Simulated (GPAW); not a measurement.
# Settings that the conductance of disilanedithiol between two Pt chains needs, part 2 of 5

Aim: the cheapest settings that leave the conductance of disilanedithiol between two Pt chains unchanged.

GPAW 26.7.0; GPAW LCAO, PAW setups; Landauer transmission from Green's functions with principal layers (ASE), zero bias.

So far, transmission at the Fermi level (one spin): step 2 (base settings) 0.456; step 3 (k-points along the lead 16, n lead 3, period 7.2 Å) 0.457; step 4 (k-points along the lead 12, n lead 4, period 9.6 Å) 0.456; step 5 (k-points along the lead 8, n lead 6, period 14.4 Å) 0.456.

### 7. Width of the vacuum box

The images of the wire across the vacuum must not overlap or polarise each other.

This step: GPAW LCAO, PAW setups; Landauer transmission from Green's functions with principal layers (ASE), zero bias (GPAW 26.7.0).

The cell differs from the one that the last finished run ended in (a 12.450 → 8.450 Å, b 10.643 → 6.643 Å).

Input file run.py:

```python
import json
import numpy as np
from ase import Atoms
from ase.transport.calculators import TransportCalculator
from gpaw import GPAW, FermiDirac
from gpaw.lcao.tools import get_lcao_hamiltonian
from scipy.linalg import eigh

# The junction with lead layers at both ends, along the third cell vector
device = Atoms(
    ['Pt', 'Pt', 'Pt', 'Pt', 'Pt', 'Pt', 'Pt', 'S', 'H', 'Si', 'H', 'H', 'Si', 'H', 'S', 'Pt', 'Pt', 'Pt', 'Pt', 'Pt', 'Pt', 'Pt'],
    positions=[
        [4.22500, 3.32159, 1.20000],
        [4.22500, 3.32159, 3.60000],
        [4.22500, 3.32159, 6.00000],
        [4.22500, 3.32159, 8.40000],
        [4.22500, 3.32159, 10.80000],
        [4.22500, 3.32159, 13.20000],
        [4.22500, 3.32159, 15.60000],
        [5.44306, 3.47448, 17.60386],
        [3.94800, 5.39318, 19.28132],
        [4.58243, 4.06345, 19.48220],
        [3.50429, 3.08760, 19.79606],
        [7.20001, 5.13450, 20.90112],
        [6.14996, 4.11723, 21.17384],
        [6.80097, 2.78962, 21.33468],
        [5.24373, 4.59847, 23.06538],
        [4.22500, 3.32159, 24.75484],
        [4.22500, 3.32159, 27.15484],
        [4.22500, 3.32159, 29.55484],
        [4.22500, 3.32159, 31.95484],
        [4.22500, 3.32159, 34.35484],
        [4.22500, 3.32159, 36.75484],
        [4.22500, 3.32159, 39.15484]],
    cell=[[8.45001, 0.0, 0.0], [0.0, 6.64318, 0.0], [0.0, 0.0, 40.35484]],
    pbc=True)

# One principal layer of the lead: the first 5 atoms of the device
lead = Atoms(
    ['Pt', 'Pt', 'Pt', 'Pt', 'Pt'],
    positions=[
        [4.22500, 3.32159, 1.20000],
        [4.22500, 3.32159, 3.60000],
        [4.22500, 3.32159, 6.00000],
        [4.22500, 3.32159, 8.40000],
        [4.22500, 3.32159, 10.80000]],
    cell=[[8.45001, 0.0, 0.0], [0.0, 6.64318, 0.0], [0.0, 0.0, 12.0]],
    pbc=True)

settings = dict(mode='lcao', basis='szp(dzp)', xc='LDA', h=0.2,
                occupations=FermiDirac(0.1), maxiter=250,
                mixer=dict(beta=0.1, nmaxold=8, weight=100.0),
                convergence=dict(density=0.0001))
energies = np.arange(-2, 2 + 1e-9, 0.05)
eta = 0.0001
n1, n2 = 1, 1
# k and -k transmit alike, so half of the mesh across the current serves
mesh = [(i, j) for i in range(n1) for j in range(n2) if (i, j) <= (-i % n1, -j % n2)]
weights = np.array([1 if (i, j) == (-i % n1, -j % n2) else 2 for i, j in mesh]) / (n1 * n2)

# [... helper functions left out ...]
fermi_lead = ground_state(lead, (1, 1, 10), 'lead.txt')
fermi_device = ground_state(device, (1, 1, 2), 'device.txt')
# [... loop over the mesh left out, but for ...]
        # Shift the lead onto the potential of the device's first layer
        shift = ((H[:, 0, 0] - H0[:, 0, 0]) / S0[0, 0]).real.mean()
# [...]
kT = 8.617333e-5 * 77
bias = [0.1, 0.2, 0.5, 1.0, 1.5, 2.0]
# [... integrals and printing left out ...]
```

The run is started by

```bash
OMP_NUM_THREADS=1 OPENBLAS_NUM_THREADS=2 python run.py
```

Log:

```text
basis functions: device 262, principal layer 75
Fermi level: lead -4.4283 eV, device -4.3140 eV; lead shifted by 0.0045 eV
largest coupling past the next layer 8.37e-06 eV, largest misfit of the first layer 0.211 eV
  E-E_F (eV)   T (one spin)  channels
    -2.000    2.6182e-01    3.0000
    -1.950    2.8512e-01    3.0000
    -1.900    3.0830e-01    3.0000
    -1.850    3.2959e-01    3.0000
    -1.800    3.4656e-01    3.0000
    -1.750    3.5668e-01    3.0000
    -1.700    3.5812e-01    3.0000
    -1.650    3.5037e-01    3.0000
    -1.600    3.3430e-01    3.0000
    -1.550    3.1115e-01    3.0000
    -1.500    2.7900e-01    3.0000
    -1.450    2.6221e-01    4.0000
    -1.400    2.6112e-01    4.0000
    -1.350    2.5637e-01    4.0000
    -1.300    2.4775e-01    4.0000
    -1.250    2.3229e-01    4.0000
[...]
1.650    3.2328e-02    1.0000
     1.700    3.1218e-02    1.0000
     1.750    3.0248e-02    1.0000
     1.800    2.9405e-02    1.0000
     1.850    2.8677e-02    1.0000
     1.900    2.8057e-02    1.0000
     1.950    2.7536e-02    1.0000
     2.000    2.7109e-02    1.0000
conductance at 77 K: 0.45373 G0 a cell; thermopower 2.395 uV/K
current from the zero-bias T(E) at 0.1 V: 3.5154 uA
current from the zero-bias T(E) at 0.2 V: 7.0386 uA
current from the zero-bias T(E) at 0.5 V: 17.958 uA
current from the zero-bias T(E) at 1.0 V: 31.988 uA
current from the zero-bias T(E) at 1.5 V: 45.338 uA
current from the zero-bias T(E) at 2.0 V: 56.339 uA
```

Wall time 2.3 min (2 threads of Intel Xeon 6975P-C (Granite Rapids), shared host); peak memory 1.3 GiB.

This step gave:

```yaml
conductance: 0.4537 G₀
thermopower: 2.395 μV/K
largest_coupling_past_the_next_principal_layer: 8.37e-6 eV
largest_misfit_of_the_first_principal_layer: 0.2108 eV
shift_that_aligns_the_lead: 0.004516 eV
basis_functions_of_a_principal_layer: 75
transmission_at_the_fermi_level_one_spin: 0.4538
```

One spin. The transmission, zone mean by energy, zero at the Fermi level:

| energy (eV) | transmission, zone mean |
| --- | --- |
| -2.00 | 0.262 |
| -1.90 | 0.308 |
| -1.80 | 0.347 |
| -1.70 | 0.358 |
| -1.55 | 0.311 |
| -1.45 | 0.262 |
| -1.35 | 0.256 |
| -1.25 | 0.232 |
| -1.15 | 0.308 |
| -1.05 | 0.327 |
| -0.90 | 0.462 |
| -0.80 | 0.502 |
| -0.70 | 0.481 |
| -0.60 | 0.472 |
| -0.50 | 0.492 |
| -0.40 | 0.514 |
| -0.25 | 0.632 |
| -0.20 | 0.634 |
| -0.15 | 0.563 |
| -0.05 | 0.483 |
| 0.00 | 0.454 |
| 0.05 | 0.425 |
| 0.15 | 0.366 |
| 0.25 | 0.306 |
| 0.40 | 0.200 |
| 0.50 | 0.200 |
| 0.60 | 0.216 |
| 0.70 | 0.215 |
| 0.80 | 0.130 |
| 0.90 | 0.0961 |
| 1.05 | 0.0685 |
| 1.15 | 0.0573 |
| 1.25 | 0.0492 |
| 1.35 | 0.0431 |
| 1.45 | 0.0386 |
| 1.55 | 0.0350 |
| 1.70 | 0.0312 |
| 1.80 | 0.0294 |
| 1.90 | 0.0281 |
| 2.00 | 0.0271 |

Crossings of the lead's bands, unfolded to its shortest repeat. Table of open channels, zone mean by energy, zero at the Fermi level:

energy (eV), open channels, zone mean and a bar from the least value:
```
    -2.00       3.00 ############
    -1.90       3.00 ############
    -1.80       3.00 ############
    -1.70       3.00 ############
    -1.55       3.00 ############
    -1.45       4.00 ##################
    -1.35       4.00 ##################
    -1.25       4.00 ##################
    -1.15       6.00 ##############################
    -1.05       6.00 ##############################
    -0.90       6.00 ##############################
    -0.80       6.00 ##############################
    -0.70       6.00 ##############################
    -0.60       6.00 ##############################
    -0.50       6.00 ##############################
    -0.40       6.00 ##############################
    -0.25       4.00 ##################
    -0.15       4.00 ##################
    -0.05       4.00 ##################
     0.00       4.00 ##################
     0.05       4.00 ##################
     0.15       4.00 ##################
     0.25       4.00 ##################
     0.40       3.00 ############
     0.50       3.00 ############
     0.60       3.00 ############
     0.70       1.00 
     0.80       1.00 
     0.90       1.00 
     1.05       1.00 
     1.15       1.00 
     1.25       1.00 
     1.35       1.00 
     1.45       1.00 
     1.55       1.00 
     1.70       1.00 
     1.80       1.00 
     1.90       1.00 
     2.00       1.00
```

Not self-consistent under bias; the bias window is split evenly. The current through one cell, from the zero-bias transmission by bias:

| bias (V) | current through one cell, from the zero-bias transmission (μA) |
| --- | --- |
| 0.100 | 3.52 |
| 0.200 | 7.04 |
| 0.500 | 18.0 |
| 1.000 | 32.0 |
| 1.500 | 45.3 |
| 2.000 | 56.3 |

The conductance, 0.454 G₀, lies 0.6 % below that of the base run.

### 8. Varying the width of the vacuum box, box 9.5 Å

The cell differs from the one that the last finished run ended in (a 8.450 → 9.450 Å, b 6.643 → 7.643 Å).

Input file run.py:

```python
import json
import numpy as np
from ase import Atoms
from ase.transport.calculators import TransportCalculator
from gpaw import GPAW, FermiDirac
from gpaw.lcao.tools import get_lcao_hamiltonian
from scipy.linalg import eigh

# The junction with lead layers at both ends, along the third cell vector
device = Atoms(
    ['Pt', 'Pt', 'Pt', 'Pt', 'Pt', 'Pt', 'Pt', 'S', 'H', 'Si', 'H', 'H', 'Si', 'H', 'S', 'Pt', 'Pt', 'Pt', 'Pt', 'Pt', 'Pt', 'Pt'],
    positions=[
        [4.72500, 3.82159, 1.20000],
        [4.72500, 3.82159, 3.60000],
        [4.72500, 3.82159, 6.00000],
        [4.72500, 3.82159, 8.40000],
        [4.72500, 3.82159, 10.80000],
        [4.72500, 3.82159, 13.20000],
        [4.72500, 3.82159, 15.60000],
        [5.94306, 3.97448, 17.60386],
        [4.44800, 5.89318, 19.28132],
        [5.08243, 4.56345, 19.48220],
        [4.00429, 3.58760, 19.79606],
        [7.70001, 5.63450, 20.90112],
        [6.64996, 4.61723, 21.17384],
        [7.30097, 3.28962, 21.33468],
        [5.74373, 5.09847, 23.06538],
        [4.72500, 3.82159, 24.75484],
        [4.72500, 3.82159, 27.15484],
        [4.72500, 3.82159, 29.55484],
        [4.72500, 3.82159, 31.95484],
        [4.72500, 3.82159, 34.35484],
        [4.72500, 3.82159, 36.75484],
        [4.72500, 3.82159, 39.15484]],
    cell=[[9.45001, 0.0, 0.0], [0.0, 7.64318, 0.0], [0.0, 0.0, 40.35484]],
    pbc=True)

# One principal layer of the lead: the first 5 atoms of the device
lead = Atoms(
    ['Pt', 'Pt', 'Pt', 'Pt', 'Pt'],
    positions=[
        [4.72500, 3.82159, 1.20000],
        [4.72500, 3.82159, 3.60000],
        [4.72500, 3.82159, 6.00000],
        [4.72500, 3.82159, 8.40000],
        [4.72500, 3.82159, 10.80000]],
    cell=[[9.45001, 0.0, 0.0], [0.0, 7.64318, 0.0], [0.0, 0.0, 12.0]],
    pbc=True)

settings = dict(mode='lcao', basis='szp(dzp)', xc='LDA', h=0.2,
                occupations=FermiDirac(0.1), maxiter=250,
                mixer=dict(beta=0.1, nmaxold=8, weight=100.0),
                convergence=dict(density=0.0001))
energies = np.arange(-2, 2 + 1e-9, 0.05)
eta = 0.0001
n1, n2 = 1, 1
# k and -k transmit alike, so half of the mesh across the current serves
mesh = [(i, j) for i in range(n1) for j in range(n2) if (i, j) <= (-i % n1, -j % n2)]
weights = np.array([1 if (i, j) == (-i % n1, -j % n2) else 2 for i, j in mesh]) / (n1 * n2)

# [... helper functions left out ...]
fermi_lead = ground_state(lead, (1, 1, 10), 'lead.txt')
fermi_device = ground_state(device, (1, 1, 2), 'device.txt')
# [... loop over the mesh left out, but for ...]
        # Shift the lead onto the potential of the device's first layer
        shift = ((H[:, 0, 0] - H0[:, 0, 0]) / S0[0, 0]).real.mean()
# [...]
kT = 8.617333e-5 * 77
bias = [0.1, 0.2, 0.5, 1.0, 1.5, 2.0]
# [... integrals and printing left out ...]
```

Log:

```text
basis functions: device 262, principal layer 75
Fermi level: lead -4.8243 eV, device -4.7423 eV; lead shifted by 0.0058 eV
largest coupling past the next layer 8.37e-06 eV, largest misfit of the first layer 0.217 eV
  E-E_F (eV)   T (one spin)  channels
    -2.000    2.6800e-01    3.0000
    -1.950    2.9187e-01    3.0000
    -1.900    3.1553e-01    3.0000
    -1.850    3.3708e-01    3.0000
    -1.800    3.5404e-01    3.0000
    -1.750    3.6385e-01    3.0000
    -1.700    3.6472e-01    3.0000
    -1.650    3.5630e-01    3.0000
    -1.600    3.3962e-01    3.0000
    -1.550    3.1607e-01    3.0000
    -1.500    2.8420e-01    3.0000
    -1.450    2.6539e-01    4.0000
    -1.400    2.6405e-01    4.0000
    -1.350    2.5953e-01    4.0000
    -1.300    2.5112e-01    4.0000
    -1.250    2.3508e-01    4.0000
[...]
1.650    3.1919e-02    1.0000
     1.700    3.0801e-02    1.0000
     1.750    2.9821e-02    1.0000
     1.800    2.8965e-02    1.0000
     1.850    2.8223e-02    1.0000
     1.900    2.7586e-02    1.0000
     1.950    2.7045e-02    1.0000
     2.000    2.6596e-02    1.0000
conductance at 77 K: 0.45259 G0 a cell; thermopower 2.429 uV/K
current from the zero-bias T(E) at 0.1 V: 3.5071 uA
current from the zero-bias T(E) at 0.2 V: 7.024 uA
current from the zero-bias T(E) at 0.5 V: 17.967 uA
current from the zero-bias T(E) at 1.0 V: 31.997 uA
current from the zero-bias T(E) at 1.5 V: 45.242 uA
current from the zero-bias T(E) at 2.0 V: 56.203 uA
```

The job ended after 2.1 min (2 threads; peak memory 1.5 GiB).

This step gave:

- conductance: 0.4526 G₀
- thermopower: 2.429 μV/K
- largest misfit of the first principal layer: 0.2172 eV
- shift that aligns the lead: 0.005823 eV
- transmission at the Fermi level (one spin): 0.4527

One spin. The transmission, zone mean by energy, zero at the Fermi level:

energy (eV), transmission, zone mean and a bar:
```
    -2.00      0.268 ############
    -1.90      0.316 ##############
    -1.80      0.354 ################
    -1.70      0.365 ################
    -1.55      0.316 ##############
    -1.45      0.265 ############
    -1.35      0.260 ###########
    -1.25      0.235 ##########
    -1.15      0.310 ##############
    -1.05      0.328 ###############
    -0.90      0.461 #####################
    -0.80      0.499 #######################
    -0.70      0.475 ######################
    -0.60      0.466 #####################
    -0.50      0.486 ######################
    -0.40      0.509 #######################
    -0.25      0.643 ##############################
    -0.15      0.563 ##########################
    -0.05      0.482 ######################
     0.00      0.453 #####################
     0.05      0.424 ###################
     0.15      0.366 ################
     0.25      0.307 ##############
     0.40      0.201 ########
     0.50      0.201 ########
     0.60      0.217 #########
     0.70      0.217 #########
     0.80      0.129 #####
     0.90      0.095 ###
     1.05      0.068 ##
     1.15      0.057 #
     1.25      0.049 #
     1.35      0.043 #
     1.45      0.038 #
     1.55      0.035 
     1.70      0.031 
     1.80      0.029 
     1.90      0.028 
     2.00      0.027
```

Crossings of the lead's bands, unfolded to its shortest repeat. Table of open channels, zone mean by energy, zero at the Fermi level:

| energy (eV) | open channels, zone mean |
| --- | --- |
| -2.00 | 3 |
| -1.85 | 3 |
| -1.70 | 3 |
| -1.60 | 3 |
| -1.45 | 4 |
| -1.30 | 4 |
| -1.15 | 6 |
| -1.05 | 6 |
| -0.90 | 6 |
| -0.75 | 6 |
| -0.60 | 6 |
| -0.50 | 6 |
| -0.35 | 6 |
| -0.20 | 4 |
| -0.05 | 4 |
| 0.00 | 4 |
| 0.05 | 4 |
| 0.20 | 4 |
| 0.35 | 3 |
| 0.50 | 3 |
| 0.60 | 3 |
| 0.75 | 1 |
| 0.90 | 1 |
| 1.05 | 1 |
| 1.15 | 1 |
| 1.30 | 1 |
| 1.45 | 1 |
| 1.60 | 1 |
| 1.70 | 1 |
| 1.85 | 1 |
| 2.00 | 1 |

Not self-consistent under bias; the bias window is split evenly. Current through one cell, from the zero-bias transmission against bias:

| bias (V) | current through one cell, from the zero-bias transmission (μA) |
| --- | --- |
| 0.100 | 3.51 |
| 0.200 | 7.02 |
| 0.500 | 18.0 |
| 1.000 | 32.0 |
| 1.500 | 45.2 |
| 2.000 | 56.2 |

The conductance, 0.453 G₀, lies 0.8 % below that of the base run.

### 9. Width of the vacuum box, box 11 × 9.1 Å

The cell differs from the one that the last finished run ended in (a 9.450 → 10.950 Å, b 7.643 → 9.143 Å).

Input file run.py:

```python
import json
import numpy as np
from ase import Atoms
from ase.transport.calculators import TransportCalculator
from gpaw import GPAW, FermiDirac
from gpaw.lcao.tools import get_lcao_hamiltonian
from scipy.linalg import eigh

# The junction with lead layers at both ends, along the third cell vector
device = Atoms(
    ['Pt', 'Pt', 'Pt', 'Pt', 'Pt', 'Pt', 'Pt', 'S', 'H', 'Si', 'H', 'H', 'Si', 'H', 'S', 'Pt', 'Pt', 'Pt', 'Pt', 'Pt', 'Pt', 'Pt'],
    positions=[
        [5.47500, 4.57159, 1.20000],
        [5.47500, 4.57159, 3.60000],
        [5.47500, 4.57159, 6.00000],
        [5.47500, 4.57159, 8.40000],
        [5.47500, 4.57159, 10.80000],
        [5.47500, 4.57159, 13.20000],
        [5.47500, 4.57159, 15.60000],
        [6.69306, 4.72448, 17.60386],
        [5.19800, 6.64318, 19.28132],
        [5.83243, 5.31345, 19.48220],
        [4.75429, 4.33760, 19.79606],
        [8.45001, 6.38450, 20.90112],
        [7.39996, 5.36723, 21.17384],
        [8.05097, 4.03962, 21.33468],
        [6.49373, 5.84847, 23.06538],
        [5.47500, 4.57159, 24.75484],
        [5.47500, 4.57159, 27.15484],
        [5.47500, 4.57159, 29.55484],
        [5.47500, 4.57159, 31.95484],
        [5.47500, 4.57159, 34.35484],
        [5.47500, 4.57159, 36.75484],
        [5.47500, 4.57159, 39.15484]],
    cell=[[10.95001, 0.0, 0.0], [0.0, 9.14318, 0.0], [0.0, 0.0, 40.35484]],
    pbc=True)

# One principal layer of the lead: the first 5 atoms of the device
lead = Atoms(
    ['Pt', 'Pt', 'Pt', 'Pt', 'Pt'],
    positions=[
        [5.47500, 4.57159, 1.20000],
        [5.47500, 4.57159, 3.60000],
        [5.47500, 4.57159, 6.00000],
        [5.47500, 4.57159, 8.40000],
        [5.47500, 4.57159, 10.80000]],
    cell=[[10.95001, 0.0, 0.0], [0.0, 9.14318, 0.0], [0.0, 0.0, 12.0]],
    pbc=True)

settings = dict(mode='lcao', basis='szp(dzp)', xc='LDA', h=0.2,
                occupations=FermiDirac(0.1), maxiter=250,
                mixer=dict(beta=0.1, nmaxold=8, weight=100.0),
                convergence=dict(density=0.0001))
energies = np.arange(-2, 2 + 1e-9, 0.05)
eta = 0.0001
n1, n2 = 1, 1
# k and -k transmit alike, so half of the mesh across the current serves
mesh = [(i, j) for i in range(n1) for j in range(n2) if (i, j) <= (-i % n1, -j % n2)]
weights = np.array([1 if (i, j) == (-i % n1, -j % n2) else 2 for i, j in mesh]) / (n1 * n2)

# [... helper functions left out ...]
fermi_lead = ground_state(lead, (1, 1, 10), 'lead.txt')
fermi_device = ground_state(device, (1, 1, 2), 'device.txt')
# [... loop over the mesh left out, but for ...]
        # Shift the lead onto the potential of the device's first layer
        shift = ((H[:, 0, 0] - H0[:, 0, 0]) / S0[0, 0]).real.mean()
# [...]
kT = 8.617333e-5 * 77
bias = [0.1, 0.2, 0.5, 1.0, 1.5, 2.0]
# [... integrals and printing left out ...]
```

Log:

```text
basis functions: device 262, principal layer 75
Fermi level: lead -5.2275 eV, device -5.1719 eV; lead shifted by 0.0052 eV
largest coupling past the next layer 8.36e-06 eV, largest misfit of the first layer 0.214 eV
  E-E_F (eV)   T (one spin)  channels
    -2.000    2.7007e-01    3.0000
    -1.950    2.9414e-01    3.0000
    -1.900    3.1798e-01    3.0000
[...]
1.950    2.6799e-02    1.0000
     2.000    2.6340e-02    1.0000
conductance at 77 K: 0.45592 G0 a cell; thermopower 2.407 uV/K
current from the zero-bias T(E) at 0.1 V: 3.5324 uA
current from the zero-bias T(E) at 0.2 V: 7.0727 uA
current from the zero-bias T(E) at 0.5 V: 18.075 uA
current from the zero-bias T(E) at 1.0 V: 32.096 uA
current from the zero-bias T(E) at 1.5 V: 45.331 uA
current from the zero-bias T(E) at 2.0 V: 56.254 uA
```

Elapsed: 2.1 min, on 2 threads; peak memory 1.7 GiB.

One spin. Transmission, zone mean against energy, zero at the Fermi level:

energy (eV), transmission, zone mean and a bar:
```
    -2.00      0.270 ############
    -1.90      0.318 ##############
    -1.80      0.357 ################
    -1.70      0.368 ################
    -1.55      0.318 ##############
    -1.45      0.269 ############
    -1.35      0.262 ###########
    -1.25      0.236 ##########
    -1.15      0.311 ##############
    -1.05      0.328 ###############
    -0.90      0.459 #####################
    -0.80      0.497 #######################
    -0.70      0.474 ######################
    -0.60      0.465 #####################
    -0.50      0.485 ######################
    -0.40      0.508 #######################
    -0.25      0.648 ##############################
    -0.15      0.566 ##########################
    -0.05      0.485 ######################
     0.00      0.456 #####################
     0.05      0.427 ###################
     0.15      0.368 ################
     0.25      0.308 ##############
     0.40      0.202 ########
     0.50      0.202 ########
     0.60      0.217 #########
     0.70      0.219 #########
     0.80      0.130 #####
     0.90      0.095 ###
     1.05      0.068 ##
     1.15      0.057 #
     1.25      0.049 #
     1.35      0.043 #
     1.45      0.038 #
     1.55      0.034 
     1.70      0.031 
     1.80      0.029 
     1.90      0.027 
     2.00      0.026
```

The conductance equals that of the base run to 0.2 %.

(Continued in part 3 of 5.)

[Logs are printed without paths, hosts, clocks, repeated set-up lines and the standing remarks that a program may print on its own settings, such as how far it seeks lower states.]

[Hosts, paths, dates, database ids (printed as entryN), source tags and the programs' standing remarks are cut or masked in the printed files.]
